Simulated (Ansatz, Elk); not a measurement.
# KCd2P3Pb2: X-ray structure factors from the self-consistent density

The structure of KCd2P3Pb2 used here is made up (a known structure type with other elements) and was relaxed beforehand with PBE. The aim is the Fourier transform of its all-electron density, F(hkl), set beside the sum over free spherical atoms that refinements use.

Program: Elk 11.2.3 (patched build). Level of theory: DFT, PBE, all-electron APW+lo, Dirac cores, scalar-relativistic bands, static density, no spin. Results are calculated unless marked as measured.

The structure was built from a prototype and need not be the compound's stable phase.

### 1. The structure

Symmetry: R-3m, No. 166, trigonal system. The conventional cell has a = 4.428 Å, b = 4.428 Å, c = 40.935 Å, α = 90.00°, β = 90.00°, γ = 120.00°. Pb has 4 P at 2.93 to 3.01 Å nearest. Cd has 3 P at 2.57 Å and 3 K at 3.69 Å and 3 Pb at 3.74 Å nearest. K has 6 P at 3.49 Å and 6 Cd at 3.69 Å nearest. P has 6 Pb at 2.93 Å nearest. Nearest to P lie 3 Cd at 2.57 Å and 1 Pb at 3.01 Å and 3 K at 3.49 Å. Farther neighbours are not listed.

### 2. Ground state and structure factors

An all-electron density is needed, since X-rays see the cores too. Task 0 finds the density and task 195 Fourier-transforms it; tshift is off so that phases refer to the origin typed.

File elk.in:

```
tasks
  0
  195

xctype
  20

spinpol
  .false.

rgkmax
  7.0

gmaxvr
  14.0

lmaxo
  7

lmaxapw
  8

swidth
  0.002

tshift
  .false.

ramdisk
  .false.

hmaxvr
  5.5

maxscl
  120

epspot
  1e-06

sppath
  './'

avec
  4.18373321999 2.41547950043 25.78536859378
  -4.18373321999 2.41547950043 25.78536859378
  0.00000000000 -4.83095900190 25.78536859368

atoms
  4
  'Pb.in'
  2
  0.7017115105 0.7017115105 0.7017115105   0.000000 0.000000 0.000000
  0.2982884895 0.2982884895 0.2982884895   0.000000 0.000000 0.000000
  'Cd.in'
  2
  0.8983301926 0.8983301926 0.8983301926   0.000000 0.000000 0.000000
  0.1016698074 0.1016698074 0.1016698074   0.000000 0.000000 0.000000
  'K.in'
  1
  0.5000000000 0.5000000000 0.5000000000   0.000000 0.000000 0.000000
  'P.in'
  3
  -0.0000000000 -0.0000000000 -0.0000000000   0.000000 0.000000 0.000000
  0.7752753806 0.7752753806 0.7752753806   0.000000 0.000000 0.000000
  0.2247246194 0.2247246194 0.2247246194   0.000000 0.000000 0.000000

ngridk
  6 6 6
```

The run is started by

```bash
OMP_NUM_THREADS=4 elk
```

Numbers of over 12 decimals in the logs are rounded to 6 here.

Log:

```text
┌─────────────────────────┐
│ Elk code version 11.2.3 │
└─────────────────────────┘

All units are atomic (Hartree, Bohr, etc.)

┌─────────────────────────────────────────────────┐
│ Ground-state run starting from atomic densities │
└─────────────────────────────────────────────────┘

Lattice vectors :
   4.183733220       2.415479500       25.78536859
  -4.183733220       2.415479500       25.78536859
   0.000000000      -4.830959002       25.78536859

Reciprocal lattice vectors :
  0.7509065441      0.4335360954      0.8122416769E-01
 -0.7509065441      0.4335360954      0.8122416769E-01
  0.4286073789E-17 -0.8670721907      0.8122416767E-01

Unit cell volume      :    1563.478574
Brillouin zone volume :   0.1586527744

Muffin-tin inner radius fraction :   0.1000000000E-01

Nuclei treated as point charges

Species : 1 (Pb)
 parameters loaded from : Pb.in
 name : lead
 nuclear charge    :   -82.00000000
 electronic charge :    82.00000000
 atomic mass :    377702.4943
 muffin-tin radius :    2.800000000
 number of radial points in muffin-tin :   1393
 inner part over the whole radius :   0.9993555083E-02
 number on inner part of muffin-tin    :   1001
 approximate nuclear radius :   0.1047603524E-03
 number of mesh points to nuclear radius :    525
 atomic positions (lattice), magnetic fields (Cartesian) :
  1 :  -0.29828849 -0.29828849 -0.29828849    0.00000000  0.00000000  0.00000000
  2 :   0.29828849  0.29828849  0.29828849    0.00000000  0.00000000  0.00000000

Species : 2 (Cd)
 parameters loaded from : Cd.in
 name : cadmium
 nuclear charge    :   -48.00000000
 electronic charge :    48.00000000
 atomic mass :    204912.7176
 muffin-tin radius :    2.600000000
 number of radial points in muffin-tin :   1193
 inner part over the whole radius :   0.9972693929E-02
 number on inner part of muffin-tin    :    850
 approximate nuclear radius :   0.8708852602E-04
 number of mesh points to nuclear radius :    426
 atomic positions (lattice), magnetic fields (Cartesian) :
  1 :  -0.10166981 -0.10166981 -0.10166981    0.00000000  0.00000000  0.00000000
  2 :   0.10166981  0.10166981  0.10166981    0.00000000  0.00000000  0.00000000

Species : 3 (K)
 parameters loaded from : K.in
 name : potassium
 nuclear charge    :   -19.00000000
 electronic charge :    19.00000000
 atomic mass :    71271.84090
 muffin-tin radius :    2.400000000
 number of radial points in muffin-tin :    993
 inner part over the whole radius :   0.9891652203E-02
 number on inner part of muffin-tin    :    697
 approximate nuclear radius :   0.6514746337E-04
 number of mesh points to nuclear radius :    319
 atomic positions (lattice), magnetic fields (Cartesian) :
  1 :   0.50000000  0.50000000  0.50000000    0.00000000  0.00000000  0.00000000

Species : 4 (P)
 parameters loaded from : P.in
 name : phosphorus
 nuclear charge    :   -15.00000000
 electronic charge :    15.00000000
 atomic mass :    56461.71230
 muffin-tin radius :    2.200000000
 number of radial points in muffin-tin :    793
 inner part over the whole radius :   0.9987340520E-02
 number on inner part of muffin-tin    :    554
 approximate nuclear radius :   0.6081821256E-04
 number of mesh points to nuclear radius :    248
 atomic positions (lattice), magnetic fields (Cartesian) :
  1 :   0.00000000  0.00000000  0.00000000    0.00000000  0.00000000  0.00000000
  2 :  -0.22472462 -0.22472462 -0.22472462    0.00000000  0.00000000  0.00000000
  3 :   0.22472462  0.22472462  0.22472462    0.00000000  0.00000000  0.00000000

Total number of atoms per unit cell :    8
Total muffin-tin volume :    522.8615485
 ratio of muffin-tin to unit cell volume :   0.3344219469

Spin treatment :
 spin-unpolarised

Number of Bravais lattice symmetries :   12
Number of crystal symmetries         :   12
Crystal has inversion symmetry
Real symmetric eigensolver will be used

k-point grid :      6     6     6
k-point offset :    0.000000000       0.000000000       0.000000000
[...]
Estimated indirect band gap :   0.2590155331E-02
 from k-point 1 to k-point 1
Estimated direct band gap   :   0.2590155331E-02
 at k-point 1

Charges :
 core                        :    236.0000000
 valence                     :    88.00000000
 interstitial                :    12.51394935
 muffin-tins (core leakage)
  species : 1 (Pb)
[...]
species : 2 (Cd)
[...]
species : 3 (K)
[...]
species : 4 (P)
[...]
total in muffin-tins        :    311.4860507
 total calculated charge     :    323.9955517
 total charge                :    324.0000000
 error                       :   0.4448341045E-02

RMS change in Kohn-Sham potential (target) :   0.2990814343     (  0.1000000000E-05)
Absolute change in total energy (target)   :   0.7428014439     (  0.1000000000E-03)

[... loops 3 to 17 left out ...]

┌──────────────────┐
│ Loop number : 18 │
└──────────────────┘

Energies :
 Fermi                       :     0.151423
 sum of occupied eigenvalues :     -33545.326686850
 electron kinetic            :      62110.787971428
 core electron kinetic       :      61419.075876778
 Coulomb                     :     -115595.43035225
 Coulomb potential           :     -94097.383447014
 nuclear-nuclear             :     -3363.9062913593
 electron-nuclear            :     -130426.73775698
 Hartree                     :      18195.213696085
 Madelung                    :     -68546.738628742
 xc potential                :     -1558.7312112639
 exchange                    :     -1175.4127545198
 correlation                 :     -17.743475457634
 electron entropic           :    -0.42081427109283E-03
 total energy                :     -54677.799031613

Density of states at Fermi energy :    28.83611559
 (states/Hartree/unit cell)

Estimated indirect band gap :   0.1131111615E-02
 from k-point 1 to k-point 1
Estimated direct band gap   :   0.1131111615E-02
 at k-point 1

Charges :
 core                        :    236.0000000
 valence                     :    88.00000000
 interstitial                :    12.77524892
 muffin-tins (core leakage)
  species : 1 (Pb)
[...]
species : 2 (Cd)
[...]
species : 3 (K)
[...]
species : 4 (P)
[...]
total in muffin-tins        :    311.2247511
 total calculated charge     :    323.9958066
 total charge                :    324.0000000
 error                       :   0.4193368822E-02

RMS change in Kohn-Sham potential (target) :   0.1036343453E-06 (  0.1000000000E-05)
Absolute change in total energy (target)   :   0.3333575296E-04 (  0.1000000000E-03)

Convergence targets achieved

┌──────────────────┐
│ Loop number : 19 │
└──────────────────┘

Energies :
 Fermi                       :     0.151423
 sum of occupied eigenvalues :     -33545.326687669
 electron kinetic            :      62110.787971938
 core electron kinetic       :      61419.075876545
 Coulomb                     :     -115595.43035131
 Coulomb potential           :     -94097.383456362
 nuclear-nuclear             :     -3363.9062913593
 electron-nuclear            :     -130426.73774557
 Hartree                     :      18195.213685616
 Madelung                    :     -68546.738623129
 xc potential                :     -1558.7312032448
 exchange                    :     -1175.4127544715
 correlation                 :     -17.743475456512
 electron entropic           :    -0.42081423831071E-03
 total energy                :     -54677.799030115

Density of states at Fermi energy :    28.83611840
 (states/Hartree/unit cell)

Estimated indirect band gap :   0.1131131905E-02
 from k-point 1 to k-point 1
Estimated direct band gap   :   0.1131131905E-02
 at k-point 1

Charges :
 core                        :    236.0000000
 valence                     :    88.00000000
 interstitial                :    12.77524896
 muffin-tins (core leakage)
  species : 1 (Pb)
[...]
species : 2 (Cd)
[...]
species : 3 (K)
[...]
species : 4 (P)
   atom 1                    :    13.20733268     (  0.3053409653E-03)
   atom 2                    :    13.26404355     (  0.3073270438E-03)
   atom 3                    :    13.26404355     (  0.3073270438E-03)
 total in muffin-tins        :    311.2247510
 total calculated charge     :    323.9958066
 total charge                :    324.0000000
 error                       :   0.4193368834E-02

┌──────────────────────────────┐
│ Self-consistent loop stopped │
└──────────────────────────────┘

Warning : core states of species 1 leak from the muffin-tin :   0.1178876488E-02

Warning : core states of species 2 leak from the muffin-tin :   0.2428722439E-03

Warning : core states of species 4 leak from the muffin-tin :   0.3073270438E-03

Wrote STATE.OUT
```

The job ended after 2.7 min (4 threads of Arm Neoverse V2, shared host; peak memory 0.81 GiB).

SFACRHO.OUT:

```text

h k l indices transformed by vhmat matrix:
   1.000000000       0.000000000       0.000000000    
   0.000000000       1.000000000       0.000000000    
   0.000000000       0.000000000       1.000000000    

      h      k      l  multipl.   |H|            Re(F)            Im(F)           |F|

      0      0      0      1   0.0000000       324.00000      0.51279460E-16   324.00000    
     -1     -1     -1      2  0.24367250       78.799240      0.13561015E-13   78.799240    
     -2     -2     -2      2  0.48734501      -16.485479     -0.63736770E-13   16.485479    
     -3     -3     -3      2  0.73101751       37.477312      0.93910028E-13   37.477312    
      0      1      0      6  0.87086827       24.664374     -0.13561015E-14   24.664374    
      1      1      0      6  0.88215852      -93.850910      0.21019573E-13   93.850910    
     -1     -1     -2      6  0.92594386       28.708727      0.20341522E-14   28.708727    
      2      1      2      6  0.95746975      -218.50072     -0.63736770E-13   218.50072    
      4      4      4      2  0.97469001      -94.532739      0.10577592E-12   94.532739    
      3      2      2      6   1.0368631       80.334576      0.12204913E-13   80.334576    
      3      2      3      6   1.0835338      -44.730728      0.21697624E-13   44.730728    
      3      4      3      6   1.1880870       247.18167      0.32546436E-13   247.18167    
      5      5      5      2   1.2183625      -236.92845      0.47463552E-13   236.92845    
     -3     -4     -4      6   1.2450283       6.3355066     -0.38309867E-13   6.3355066    
     -4     -5     -4      6   1.3662975       80.285193      0.12069303E-12   80.285193    
      5      5      4      6   1.4299992       29.239679      0.94927105E-14   29.239679    
      6      6      6      2   1.4620350      -14.259900     -0.35597664E-13   14.259900    
     -1      1      0      6   1.5018131       251.55490      0.13044977E-15   251.55490
```

Elk indexes on the primitive cell of elk.in and gives |H| = 4π sin θ/λ in inverse bohr. Below, one row stands for each form hkl of the conventional cell (m members, Friedel mates merged), F is for one primitive cell and the density is static (no thermal factor). Free-atom factors are Waasmaier and Kirfel's, and R is Σm||F|−|F'||/Σm|F|.

| hkl | m | sin θ/λ (Å⁻¹) | abs F, DFT | neutral atoms | diff. |
| --- | --- | --- | --- | --- | --- |
| 003 | 2 | 0.037 | 78.799 | 78.909 | -0.109 |
| 006 | 2 | 0.073 | 16.485 | 16.509 | -0.024 |
| 009 | 2 | 0.110 | 37.477 | 36.597 | +0.881 |
| 101 | 6 | 0.131 | 24.664 | 24.422 | +0.242 |
| 012 | 6 | 0.133 | 93.851 | 93.651 | +0.200 |
| 104 | 6 | 0.139 | 28.709 | 27.944 | +0.765 |
| 015 | 6 | 0.144 | 218.501 | 219.287 | -0.786 |
| 0 0 12 | 2 | 0.147 | 94.533 | 94.665 | -0.132 |
| 107 | 6 | 0.156 | 80.335 | 80.529 | -0.194 |
| 018 | 6 | 0.163 | 44.731 | 44.983 | -0.253 |
| 1 0 10 | 6 | 0.179 | 247.182 | 247.310 | -0.128 |
| 0 0 15 | 2 | 0.183 | 236.928 | 237.139 | -0.211 |
| 0 1 11 | 6 | 0.187 | 6.335 | 6.539 | -0.203 |
| 1 0 13 | 6 | 0.205 | 80.285 | 80.372 | -0.087 |

### 3. The highest occupied states alone

An energy window below the Fermi level keeps the highest occupied states, to see at which angles they scatter; shallow core shells can lie inside it and anion s states outside. No new self-consistency is needed.

Changes to elk.in since step 2:

```diff
@@ -1,3 +1,2 @@
 tasks
-  0
   195
@@ -40,2 +39,5 @@
 
+wsfac
+  -0.216070 0.451420
+
 sppath
```

The run is started by

```bash
OMP_NUM_THREADS=4 elk
```

Log:

```text
┌─────────────────────────────────┐
│ Elk code version 11.2.3 started │
└─────────────────────────────────┘

Info(readinput): the functional depends on the density's gradient
 muffin-tin radial points multiplied by    2.00000
 (not where nrmtscf is given)

┌────────────────────┐
│ Current task : 195 │
└────────────────────┘

Info(sfacrho): density structure factors written to SFACRHO.OUT

 Energy window :  -0.2160700000      0.4514200000

┌──────────────────┐
│ Elk code stopped │
└──────────────────┘
```

Wall time 41 s (4 threads); peak memory 0.53 GiB.

States within 10 eV below the Fermi level hold 42.11 electrons; any levels below the window count with the cores, and a count that is not whole means the window cuts a band. Their amplitudes can exceed the total, where window and core parts have opposite phase:

| hkl | sin θ/λ (Å⁻¹) | abs F, window | abs F, all |
| --- | --- | --- | --- |
| 003 | 0.037 | 2.877 | 78.799 |
| 006 | 0.073 | 14.218 | 16.485 |
| 009 | 0.110 | 20.849 | 37.477 |
| 101 | 0.131 | 14.735 | 24.664 |
| 012 | 0.133 | 1.040 | 93.851 |
| 104 | 0.139 | 7.155 | 28.709 |
| 015 | 0.144 | 12.352 | 218.501 |
| 0 0 12 | 0.147 | 1.564 | 94.533 |
| 107 | 0.156 | 3.236 | 80.335 |
| 018 | 0.163 | 6.336 | 44.731 |

### 4. Another functional

The difference from free atoms is small, so it is set against the change that LDA (Perdew-Wang) makes.

Changes to elk.in since step 3:

```diff
@@ -1,2 +1,3 @@
 tasks
+  0
   195
@@ -4,3 +5,3 @@
 xctype
-  20
+  3
 
@@ -39,5 +40,2 @@
 
-wsfac
-  -0.216070 0.451420
-
 sppath
```

The run is started by

```bash
OMP_NUM_THREADS=4 elk
```

Log:

```text
┌─────────────────────────┐
│ Elk code version 11.2.3 │
└─────────────────────────┘

All units are atomic (Hartree, Bohr, etc.)

┌─────────────────────────────────────────────────┐
│ Ground-state run starting from atomic densities │
└─────────────────────────────────────────────────┘

Lattice vectors :
   4.183733220       2.415479500       25.78536859
  -4.183733220       2.415479500       25.78536859
   0.000000000      -4.830959002       25.78536859

Reciprocal lattice vectors :
  0.7509065441      0.4335360954      0.8122416769E-01
[...]
atom 3                    :    13.24395068     (  0.3049896160E-03)
 total in muffin-tins        :    311.2203771
 total calculated charge     :    323.9958135
 total charge                :    324.0000000
 error                       :   0.4186454735E-02

┌──────────────────────────────┐
│ Self-consistent loop stopped │
└──────────────────────────────┘

Warning : core states of species 1 leak from the muffin-tin :   0.1184817317E-02

Warning : core states of species 2 leak from the muffin-tin :   0.2427862887E-03

Warning : core states of species 4 leak from the muffin-tin :   0.3049896160E-03

Wrote STATE.OUT
[key lines of the parts left out:]
total energy                :     -54640.438860839
```

Elapsed: 1.8 min, on 4 threads; peak memory 0.77 GiB.

Against the first run R = 0.03 %; the largest change is -0.097 at 205.

### 5. Basis size

The basis and the expansions that go with it are enlarged, to see whether the differences are converged.

Changes to elk.in since step 4:

```diff
@@ -5,3 +5,3 @@
 xctype
-  3
+  20
 
@@ -11,12 +11,12 @@
 rgkmax
-  7.0
+  8.5
 
 gmaxvr
-  14.0
+  18.0
 
 lmaxo
-  7
+  9
 
 lmaxapw
-  8
+  10
```

The run is started by

```bash
OMP_NUM_THREADS=4 elk
```

Log:

```text
┌─────────────────────────┐
│ Elk code version 11.2.3 │
└─────────────────────────┘

All units are atomic (Hartree, Bohr, etc.)

┌─────────────────────────────────────────────────┐
│ Ground-state run starting from atomic densities │
└─────────────────────────────────────────────────┘

Lattice vectors :
   4.183733220       2.415479500       25.78536859
  -4.183733220       2.415479500       25.78536859
   0.000000000      -4.830959002       25.78536859

Reciprocal lattice vectors :
  0.7509065441      0.4335360954      0.8122416769E-01
[...]
atom 3                    :    13.26895503     (  0.3076620383E-03)
 total in muffin-tins        :    311.2657768
 total calculated charge     :    323.9962320
 total charge                :    324.0000000
 error                       :   0.3767978272E-02

┌──────────────────────────────┐
│ Self-consistent loop stopped │
└──────────────────────────────┘

Warning : core states of species 1 leak from the muffin-tin :   0.1178979149E-02

Warning : core states of species 2 leak from the muffin-tin :   0.2429939494E-03

Warning : core states of species 4 leak from the muffin-tin :   0.3076620383E-03

Wrote STATE.OUT
[key lines of the parts left out:]
total energy                :     -54677.825741549
```

It took 7.6 min on 4 threads; peak memory 1.8 GiB; 19 min of CPU time.

Against the first run R = 0.01 %; the largest change is -0.016 at 0 2 25.

### 6. Settings against the effect

| run | R against the first run (%) | R against neutral atoms, low angle (%) | wall time |
| --- | --- | --- | --- |
| PBE, rgkmax 7 | 0.00 | 0.24 | 2.7 min |
| LDA (Perdew-Wang) | 0.03 | 0.24 | 1.8 min |
| rgkmax 8.5 with larger expansions | 0.01 | 0.24 | 7.6 min |

### 7. What came out

| Property | Result |
| --- | --- |
| R against neutral atoms, sin θ/λ < 0.3 Å⁻¹ | 0.24 % |
| R against neutral atoms, 0.3 to 0.53 Å⁻¹ | 0.11 % |

Independent neutral atoms miss the calculated amplitudes by R = 0.24 % below 0.3 Å⁻¹ and 0.11 % from there to 0.53 Å⁻¹; by shells, 0.54 % below 0.15 Å⁻¹ (8 forms), 0.19 % 0.15 to 0.3 (29 forms), 0.11 % 0.3 to 0.45 (59 forms), 0.12 % above 0.45 (53 forms). Bonding, aspherical density and the tables' own atoms all enter these figures, and the runs don't part them. The largest change of an amplitude is +0.88 electrons, at 009. The window's part falls from 42.1 electrons at the origin to at most 1.13 between 0.45 and 0.53 Å⁻¹, where compact states inside the window still scatter. Below 0.3 Å⁻¹ the changes that finished (LDA (Perdew-Wang) and rgkmax 8.5 with larger expansions) move F by R = 0.03 % at most, against the 0.24 % that separates it from free atoms. The k-mesh has no finished test. Spin-orbit coupling is left out, which can matter for elements this heavy. Part of the difference isn't bonding: the tables are fits to free atoms and ions calculated by other methods than this functional. Thermal motion, anomalous dispersion and extinction are left out.

[Logs are printed without paths, hosts, clocks, repeated set-up lines and the standing remarks that a program may print on its own settings, such as how far it seeks lower states.]

[Hosts, paths, dates, database ids (printed as entryN), source tags and the programs' standing remarks are cut or masked in the printed files.]
